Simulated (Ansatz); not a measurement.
# CsIn (built on the sites of a database entry of NaB): a soft mode frozen in, part 3 of 3

Wanted: the energy along a soft mode of CsIn (built on the sites of a database entry of NaB) and the structure at the end.

Ansatz 0.2.0; DFT PBEsol, scalar-relativistic, plane waves, PAW.

So far. Step 5 (Energy along the mode, all amplitudes (two of the runs …): The lowest of the steps tried is the last one, at 0.6 Å, 54.5 meV/atom below the parent; the bottom of the well need not coincide with a step. Step 7 (The new phase in its own primitive cell): The largest force component left is 0.53 meV/Å and the pressure is 0.000 GPa, within the tolerances set. The cell now holds 50.55 Å³/atom. The relaxed cell has a, b, c = 6.173, 12.953, 5.058 Å (conventional setting).

The structure was built from a prototype and need not be the compound's stable phase.

**8. Modes of the new phase, k-mesh 6×6×6**

A relaxed structure may still be a saddle point, so its zone-centre modes are computed. No field response is asked.

The input, input.yaml:

```yaml
crystal:
  lattice:
    - [3.0866060646, -6.4762850157, 0.0]
    - [3.0866060646, 6.4762850157, 0.0]
    - [0.0, 0.0, 5.0580904487]
  atoms:
    - { symbol: Cs, position: [0.3478995557, 0.6521004443, 0.25] }
    - { symbol: Cs, position: [0.6521004443, 0.3478995557, 0.75] }
    - { symbol: In, position: [0.9556354844, 0.0443645156, 0.75] }
    - { symbol: In, position: [0.0443645156, 0.9556354844, 0.25] }
kpoints:
  mp_grid: { grid: [6, 6, 6] }
hamiltonian:
  xc: pbesol
scf:
  occupations: { method: methfessel_paxton, width: 0.15 }
output:
  eigenvalues: true
phonons:
  method: dfpt
```

The run is started by

```bash
$ ansatz run input.yaml --threads 4 --pin off --max-ram 7168MiB --backend cpu --events-out ev --progress --plain --runs-dir out
```

Numbers of over 12 decimals in the logs are rounded to 6 here.

What it wrote:

```text
zone centre: on kpoints.mp_grid the ground state, and the responses unless they are solved on pairs of k-points, stand on 52 of the mesh's 216 k-points, reduced under 4 symmetry operations, with k and −k counted as one. Each operation leaves every solved displacement unchanged or reverses it
[...]
Crystal: 4 atoms, lattice volume = 202.220 Å³
Basis set: ecut = 420 eV, 3971 PW (Γ), exchange–correlation on 96×96×72 points (8 copies of the dense FFT grid, shifted against one another)
Bands: 27, of which v1, the nominal top of the filled ones, is band 22 counted from 1 (21 counted from 0)
Symmetry: 8 space group operations
k-points: 52 of 216 (irreducible under 4 space group operations, time reversal used)
[...]
SCF iter   1: F=—  HF=-22222.685126 eV  |F-HF|=—  |Δ(HF+E_count)|=         —  Δρ=2.25e-3  dr2=2.96e-2  ethr=1.77e-3  ⟨swp⟩=7.9  Hψ=7488  notcnv=0
[...]
SCF iter  10: F=-22222.676723 eV  HF=-22222.676723 eV  |F-HF|=0.00e0  |Δ(HF+E_count)|=  3.27e-11  S|Δr|=    0.00e0  Δρ=1.92e-8  dr2=1.14e-12  ethr=1.00e-12  ⟨swp⟩=8.3  Hψ=7358  notcnv=0
SCF 1 converged in 10 iterations: F = -22222.676723 eV  dr2 = 1.14e-12
[...]
DFPT response loops at Γ: preconditioner auto → Kerker (q_TF=auto, 2.116 Å⁻¹) (partly filled bands, converged f_vac=0.044); β = 1.00, the filter's whole step (`scf.mixing.beta` (0.50) is not read by the response loops under this deck's `scf.mixing.preconditioner`; to damp them name `kerker` or `kerker_dos`, under which they read `scf.mixing.beta`, and type it under 1.00, their step now; both keys bind the ground state too); Broyden in place of MSR1
SCF converged after 10 iterations
[...]
Free energy (F): -22222.676723 eV
[...]
Internal energy: -22222.681313 eV  (E = F + TS)
E sigma→0 (E₀):  -22222.677870 eV
Entropy (-TS):   0.004591 eV (1.148 meV/atom)
Fermi energy:    5.322742 eV
[...]
--- Band table (eV; the first three rows and the last of 52) ---
  k-point 0: bands = [... 18 lower, -1.4219, 2.8291, 4.6380, 4.9464, 5.4230, 5.8981, 7.4136, 7.6366, ... 1 higher]
  k-point 1: bands = [... 18 lower, -1.2434, 2.4260, 4.2799, 4.7147, 5.6624, 6.8569, 6.8832, 7.4438, ... 1 higher]
  k-point 2: bands = [... 18 lower, -0.7189, 1.2751, 4.4136, 4.9549, 5.9299, 6.0530, 6.6371, 7.4107, ... 1 higher]
  k-point 51: bands = [... 18 lower, 0.2521, 0.2521, 4.7050, 4.7050, 5.7413, 5.7413, 7.6939, 7.6939, ... 1 higher]
--- Phonons (Γ-DFPT): 6 representative perturbations + reference, on 52 of 216 k-points (Σ response iterations 18) ---
  k mesh reduced under 4 symmetry operations, with k and −k counted as one. Each operation leaves every solved displacement unchanged or reverses it
  ASR residual: 1.482e-4 → 0.000e0 eV/Å²; symmetrization residual: 1.015e-4 eV/Å²
  ASR residual per site (eV/Å²): 1.34e-4 1.34e-4 1.48e-4 1.48e-4
  Γ frequencies (cm⁻¹): 0.00 0.00 0.00 25.73 29.25 30.22 50.24 53.56 54.96 59.06 104.94 173.36
  non-analytic LO–TO correction: not included (Born effective charges unavailable; polar crystals: no LO–TO splitting at Γ)
```

The job ended after 50 s (4 threads of Arm Neoverse V2, shared host; peak memory 1.5 GiB; 3.1 min of CPU time).

This step gave:

* sum-rule residual before enforcement: 1.48e-4 eV/Å²
* point group: mmm
* highest optical mode at the zone centre (no LO-TO term): 173.4 cm⁻¹
* lowest optical zone-centre mode: 25.73 cm⁻¹

Patterns of degenerate modes are one choice out of their space. The modes at Γ (shares of kinetic energy by element, %):

| mode | frequency (cm⁻¹) | symmetry | Cs % | In % |
| --- | --- | --- | --- | --- |
| 1 | 0.0 | acoustic | 54 | 46 |
| 2 | 0.0 | acoustic | 54 | 46 |
| 3 | 0.0 | acoustic | 54 | 46 |
| 4 | 25.7 | B1u | 46 | 54 |
| 5 | 29.2 | B1g | 13 | 87 |
| 6 | 30.2 | B3g | 100 | 0 |
| 7 | 50.2 | B1g | 87 | 13 |
| 8 | 53.6 | B3u | 46 | 54 |
| 9 | 55.0 | Ag | 97 | 3 |
| 10 | 59.1 | B2u | 46 | 54 |
| 11 | 104.9 | Ag | 3 | 97 |
| 12 | 173.4 | B3g | 0 | 100 |

Displacements in mode 4 (25.7 cm⁻¹), the largest set to 1:
```
Cs1  0.00  0.00 -0.86
Cs2  0.00  0.00 -0.86
In3  0.00  0.00  1.00
In4  0.00  0.00  1.00
```

Displacements in mode 12 (173.4 cm⁻¹), the largest set to 1:
```
Cs1  0.00  0.00 -0.03
Cs2  0.00  0.00  0.03
In3  0.00  0.00  1.00
In4  0.00  0.00 -1.00
```

Before it was imposed, the acoustic sum rule was missed by 1.5e-4 eV/Å². Small misses are needed for a sound result but don't prove that mesh and cutoff are converged. The lowest optical mode is real, 25.7 cm⁻¹.

**9. The phases reached**

The phases reached along the modes that were followed are set side by side.

Energies are those of the first relaxation, on the mesh of the frozen mode; space group, volume and gap are those of the last relaxation. Phases, by row:

| mode frozen in | space group | energy from parent (meV/atom) | volume (Å³/atom) | gap on mesh (eV) | lowest zone-centre optical mode (cm⁻¹) | largest shift (Å) |
| --- | --- | --- | --- | --- | --- | --- |
| parent | Fm-3m | 0 | 57.8 | 0 | – | – |
| q = (0, -0.5, -0.5), 51i cm⁻¹ | P4/nmm | -435.9 | 47.44 | 0 | 24.5 | 2.247 |
| q = (0, -0.5, -0.5), 29i cm⁻¹ | P4/mmm | -260.3 | 42.41 | 0 | 64.3 | 1.319 |
| q = (0, -0.5, -0.5), 29i cm⁻¹ | Cmcm | -493.8 | 51.75 | 0.226 | 18.5 | 2.306 |
| q = (0, -0.5, -0.5), 29i cm⁻¹ | Cmcm | -508.2 | 50.55 | 0.125 | 25.7 | 2.539 |

**10. Outcome**

```yaml
unstable_mode_of_the_parent: q = (0, -0.5, -0.5), 29i cm⁻¹
depth_at_the_lowest_point_sampled: 54.5 meV/atom
largest_atomic_shift_at_that_point: 0.6 Å
space_group_reached_within_0p01_a: Cmcm
energy_gained_over_the_parent_first_relaxation_on_the_mesh_of_the_frozen_mode: 508 meV/atom
volume_per_atom_phase_reached: 50.6 Å³
gap_on_the_k_mesh_phase_reached: 0.125 eV
lowest_optical_zone_centre_mode_phase_reached: 25.7 cm⁻¹
highest_optical_mode_at_the_zone_centre_no_lo_to_term_phase_reached: 173 cm⁻¹
```

In words: Along this mode the structure falls into Cmcm, 508 meV/atom below the parent. At the parent's cell the well is 54.48 meV/atom deep on the steps tried, with its lowest point at a shift of 0.6 Å. That is the last step tried, so the steps alone don't bracket the bottom of the well. Relaxing atoms and cell changes the gain by +453.69 meV/atom against the lowest step (energies at zero smearing). Most of the total comes from this relaxation. The new phase has no imaginary mode at the zone centre of its cell; other wavevectors were not checked. Of the 4 patterns followed to their end from this parent, this one reaches the lowest energy. Each path keeps the symmetry of its pattern, so a lower phase may lie along a pattern not tried. With no gap, or one that is small against the smearing, the frequencies hang on the k mesh and the smearing, most of all near Kohn anomalies. Spin-orbit coupling is left out, which can matter for the heavy elements here. The starting cell was built on a prototype and not taken from a measurement, so the phase need not exist.

[Logs are printed without paths, hosts, clocks, repeated set-up lines and the standing remarks that a program may print on its own settings, such as how far it seeks lower states.]

[Hosts, paths, dates, database ids (printed as entryN), source tags and the programs' standing remarks are cut or masked in the printed files.]
